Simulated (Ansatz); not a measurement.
# Lattice dynamics of Sc3TlB (Pm-3m), part 2 of 3

Task: relax Sc3TlB (Pm-3m), then find its harmonic phonons.

Ansatz 0.2.0; DFT PBEsol, scalar-relativistic, plane waves, PAW; PAW set soft_1.

So far: The starting structure; Bringing the structure to rest. The relaxed cell has a = 4.632 Å (conventional setting).

## (3) Relaxing to small forces for the phonons

Phonons need a cell at rest on their own settings, so the relaxation is repeated with tight tolerances on forces and stress, using the mesh and the filling of the phonon run that follows.

Input file input.yaml:

```yaml
crystal:
  lattice:
    - [4.6322525478, 0.0, 0.0]
    - [0.0, 4.6322525478, 0.0]
    - [0.0, 0.0, 4.6322525478]
  atoms:
    - { symbol: Sc, position: [0.0, 0.5, 0.5] }
    - { symbol: Sc, position: [0.5, 0.0, 0.5] }
    - { symbol: Sc, position: [0.5, 0.5, 0.0] }
    - { symbol: Tl, position: [0.0, 0.0, 0.0] }
    - { symbol: B, position: [0.5, 0.5, 0.5] }
kpoints:
  mp_grid: { grid: [8, 8, 8] }
hamiltonian:
  xc: pbesol
  pseudopotentials: { kind: paw, azcp: { folder: soft_1 }, xc_functional: pbe }
scf:
  occupations: { method: methfessel_paxton, width: 0.2 }
output:
  forces: true
  stress: true
  eigenvalues: true
  write_density: true
  write_potential: true
  elf: true
  volumetric_format: npy
relax:
  adjacent_minimum: "off"
  f_tol: 0.001
  max_steps: 60
  cell: { stress_tol: 0.01 }
```

Run with:

```
$ ansatz run input.yaml --threads 4 --pin off --max-ram 10240MiB --backend cpu --events-out ev --progress --plain --runs-dir out
```

Numbers of over 12 decimals in the logs are rounded to 6 here.

What it wrote:

```text
[...]
Crystal: 5 atoms, lattice volume = 99.398 Å³
Basis set: ecut = 420 eV, 1935 PW (Γ), exchange–correlation on 64×64×64 points (8 copies of the dense FFT grid, shifted against one another)
Bands: 30, of which v1, the nominal top of the filled ones, is band 25 counted from 1 (24 counted from 0)
Symmetry: 48 space group operations
[...]
k-points: 35 of 512
[...]
--- Relaxed structure (3 steps of the walk, 3 accepted, 1 SCFs on fresh bases) ---
[...]
cell:  # Å, volume = 99.4432 Å³
    - [4.632958, 0, 0]
    - [0, 4.632958, 0.0]
    - [0, 0.0, 4.632958]
  atoms:
    - { symbol: Sc, position: [0, 0.5, 0.5] }
    - { symbol: Sc, position: [0.5, 0, 0.5] }
    - { symbol: Sc, position: [0.5, 0.5, 0] }
    - { symbol: Tl, position: [0, 0, 0] }
    - { symbol: B, position: [0.5, 0.5, 0.5] }
[key lines of the parts left out:]
SCF converged after 7 iterations
Free energy (F): -17786.402760 eV
Fermi energy:    10.026104 eV
P = ⅓ Tr σ = -0.0001 GPa (-0.001 kbar)
```

Wall time 6.9 s (4 threads of Arm Neoverse V1, shared host); peak memory 0.41 GiB.

Little changed from the start: no atom moved by 0.005 Å and no cell edge by 0.1 %.

This step gave:

```
pressure        : -1.08e-4 GPa
volume per atom : 19.89 Å³
```

Valence density in the ac plane at fractional y = 0.500, with atoms of Sc and B within 0.2 Å of it. It is the smooth field of the valence electrons, not physical close to the nuclei.

Ten even steps from '0' (0.1 e/Å³) to '9' (8.4 e/Å³), each cell a mean:
```
00000278510000
00000023100000
00000000000000
00000000000000
31000000000002
85100000000037
96200000000038
53100000000014
10000000000000
00000000000000
00000011000000
00000146300000
00000389610000
```
Columns run along a (4.6 Å), rows up along c (4.6 Å). Atoms in or near the plane, at fractional coordinates: Sc at (0.00, 0.50), Sc at (0.50, 0.00), B at (0.50, 0.50).

ELF in the ac plane at fractional y = 0.500, with atoms of Sc and B within 0.2 Å of it. It is the smooth field of the valence electrons, not physical close to the nuclei.

Ten even steps from '_' (0.02) to '@' (0.76), each cell a mean:
```
==--..__--%%**==##**..__::==
::::..__..==####**::__..::::
____..::::::----::::::..____
--..__--######**####++....::
%%##--::%%@@%%##@@@@**::==##
--##**::%%%%--..++@@++--##**
..**##::####..__--%%++==%%==
##%%==::%%@@**++%%@@++::**%%
**==..--%%@@%%%%@@@@**..::++
______::======--======..____
..........::++**==..........
----..__::**####%%++____::--
====..__==%%==..**##..__::==
```
Columns run along a (4.6 Å), rows up along c (4.6 Å). Atoms in or near the plane, at fractional coordinates: Sc at (0.00, 0.50), Sc at (0.50, 0.00), B at (0.50, 0.50).

Electrostatic potential energy in the ac plane at fractional y = 0.500, with atoms of Sc and B within 0.2 Å of it. With pseudopotentials it is smooth inside the atoms' cores, unlike the true potential.

Ten even steps from '0' (-48 eV) to '9' (13 eV), each cell a mean:
```
99997300158999
99998643578999
99999877899999
77899988999987
34799876799864
01588632489730
01488622378730
13689754689852
56899988899876
88999988899998
99998765689999
99997521368999
99996300148999
```
Columns run along a (4.6 Å; values clipped at the 3rd and 97th percentile), rows up along c (4.6 Å). Atoms in or near the plane, at fractional coordinates: Sc at (0.00, 0.50), Sc at (0.50, 0.00), B at (0.50, 0.50).

The forces vanish by symmetry and the pressure is 0.000 GPa, within the tolerances set. The cell now holds 19.89 Å³/atom.

## (4) Zone-centre response

The zone centre comes first: it holds the modes that light can see, as far as symmetry allows. No field response is asked, since the mesh shows no gap.

input.yaml, the sections that differ from step 3:

```yaml
crystal:
  lattice:
    - [4.6329577095, 0.0, 0.0]
    - [0.0, 4.6329577095, 0.0]
    - [0.0, 0.0, 4.6329577095]
  atoms:
    - { symbol: Sc, position: [0.0, 0.5, 0.5] }
    - { symbol: Sc, position: [0.5, 0.0, 0.5] }
    - { symbol: Sc, position: [0.5, 0.5, 0.0] }
    - { symbol: Tl, position: [0.0, 0.0, 0.0] }
    - { symbol: B, position: [0.5, 0.5, 0.5] }
output:
  eigenvalues: true
phonons:
  method: dfpt
# kpoints, hamiltonian, scf: as in step 3
# relax: removed
```

What it wrote:

```text
zone centre: on kpoints.mp_grid the ground state, and the responses unless they are solved on pairs of k-points, stand on 125 of the mesh's 512 k-points, reduced under 8 symmetry operations, with k and −k counted as one. Each operation leaves every solved displacement unchanged or reverses it
[...]
Crystal: 5 atoms, lattice volume = 99.443 Å³
Basis set: ecut = 420 eV, 1935 PW (Γ), exchange–correlation on 64×64×64 points (8 copies of the dense FFT grid, shifted against one another)
Bands: 30, of which v1, the nominal top of the filled ones, is band 25 counted from 1 (24 counted from 0)
Symmetry: 48 space group operations
k-points: 125 of 512 (irreducible under 8 space group operations)
[...]
SCF iter   1: F=—  HF=-17790.439799 eV  |F-HF|=—  |Δ(HF+E_count)|=         —  Δρ=7.84e-2  dr2=1.63e1  ethr=3.10e-3  ⟨swp⟩=4.5  Hψ=14748  notcnv=0
[...]
SCF iter  11: F=-17786.402760 eV  HF=-17786.402760 eV  |F-HF|=7.28e-12  |Δ(HF+E_count)|=  2.55e-11  S|Δr|=    0.00e0  Δρ=7.85e-8  dr2=6.89e-12  ethr=1.00e-12  ⟨swp⟩=7.6  Hψ=18185  notcnv=0
SCF 1 converged in 11 iterations: F = -17786.402760 eV  dr2 = 6.89e-12
[...]
DFPT response loops at Γ: preconditioner auto → Kerker (q_TF=auto, 2.425 Å⁻¹) (partly filled bands, converged f_vac=0.000); β = 1.00, the filter's whole step (`scf.mixing.beta` (0.50) is not read by the response loops under this deck's `scf.mixing.preconditioner`; to damp them name `kerker` or `kerker_dos`, under which they read `scf.mixing.beta`, and type it under 1.00, their step now; both keys bind the ground state too); Broyden in place of MSR1
SCF converged after 11 iterations
[...]
Free energy (F): -17786.402760 eV
[...]
Internal energy: -17786.405062 eV  (E = F + TS)
E sigma→0 (E₀):  -17786.403335 eV
Entropy (-TS):   0.002303 eV (0.461 meV/atom)
Fermi energy:    10.026104 eV
[...]
--- Band table (eV; the first three rows and the last of 125) ---
  k-point 0: bands = [... 21 lower, 9.9116, 10.2162, 10.2162, 10.4368, 10.4368, 10.4368, 12.9447, 12.9447, ... 1 higher]
  k-point 1: bands = [... 21 lower, 9.8739, 10.3189, 10.3558, 10.3558, 10.4647, 10.5278, 12.3199, 12.8273, ... 1 higher]
  k-point 2: bands = [... 21 lower, 9.7990, 10.1609, 10.1609, 10.2145, 10.5375, 10.6080, 11.7362, 12.7236, ... 1 higher]
  k-point 124: bands = [... 21 lower, 7.5226, 9.3355, 9.3355, 9.3355, 11.9390, 11.9390, 11.9390, 12.0398, ... 1 higher]
--- Phonons (Γ-DFPT): 4 representative perturbations + reference, on 125 of 512 k-points (Σ response iterations 12) ---
  k mesh reduced under 8 symmetry operations, with k and −k counted as one. Each operation leaves every solved displacement unchanged or reverses it
  ASR residual: 2.176e-5 → 0.000e0 eV/Å²; symmetrization residual: 1.597e-6 eV/Å²
  ASR residual per site (eV/Å²): 1.47e-5 1.47e-5 1.47e-5 5.69e-6 2.18e-5
  Γ frequencies (cm⁻¹): 0.00 0.00 0.00 98.16 98.16 98.16 128.92 128.92 128.92 230.48 230.48 230.48 459.79 459.79 459.79
  non-analytic LO–TO correction: not included (Born effective charges unavailable; polar crystals: no LO–TO splitting at Γ)
```

Wall time 50 s (4 threads); peak memory 1.5 GiB.

This step gave:

- sum-rule residual before enforcement: 2.18e-5 eV/Å²
- point group: m-3m
- highest optical mode at the zone centre (no LO-TO term): 459.8 cm⁻¹
- lowest optical zone-centre mode: 98.16 cm⁻¹

Patterns of degenerate modes are one choice out of their space. Modes at Γ, with each element's share of the kinetic energy:

```
mode  frequency (cm⁻¹)  symmetry  Sc %  Tl %  B %
   1               0.0  acoustic    39    58    3
   2               0.0  acoustic    39    58    3
   3               0.0  acoustic    39    58    3
   4              98.2       T1u    53    42    5
   5              98.2       T1u    53    42    5
   6              98.2       T1u    53    42    5
   7             128.9       T2u   100     0    0
   8             128.9       T2u   100     0    0
   9             128.9       T2u   100     0    0
  10             230.5       T1u    93     0    7
  11             230.5       T1u    93     0    7
  12             230.5       T1u    93     0    7
  13             459.8       T1u    15     0   85
  14             459.8       T1u    15     0   85
  15             459.8       T1u    15     0   85
```

Displacements in mode 5 (98.2 cm⁻¹), the largest set to 1:
```
Sc1  0.01 -0.89 -0.41
Sc2  0.01 -0.99 -0.41
Sc3  0.01 -0.89 -0.46
Tl4  0.00  0.66  0.31
B5   0.01 -1.00 -0.47
```

Displacements in mode 9 (128.9 cm⁻¹), the largest set to 1:
```
Sc1  0.00  1.00 -0.04
Sc2  0.17  0.00  0.04
Sc3 -0.17 -1.00  0.00
Tl4  0.00  0.00  0.00
B5   0.00  0.00  0.00
```

Before it was imposed, the acoustic sum rule was missed by 2.2e-5 eV/Å². Small misses are needed for a sound result but don't prove that mesh and cutoff are converged. The lowest optical mode is real, 98.2 cm⁻¹.

(Part 2 of 3 ends here.)

[Logs are printed without paths, hosts, clocks, repeated set-up lines and the standing remarks that a program may print on its own settings, such as how far it seeks lower states.]

[Hosts, paths, dates, database ids (printed as entryN), source tags and the programs' standing remarks are cut or masked in the printed files.]
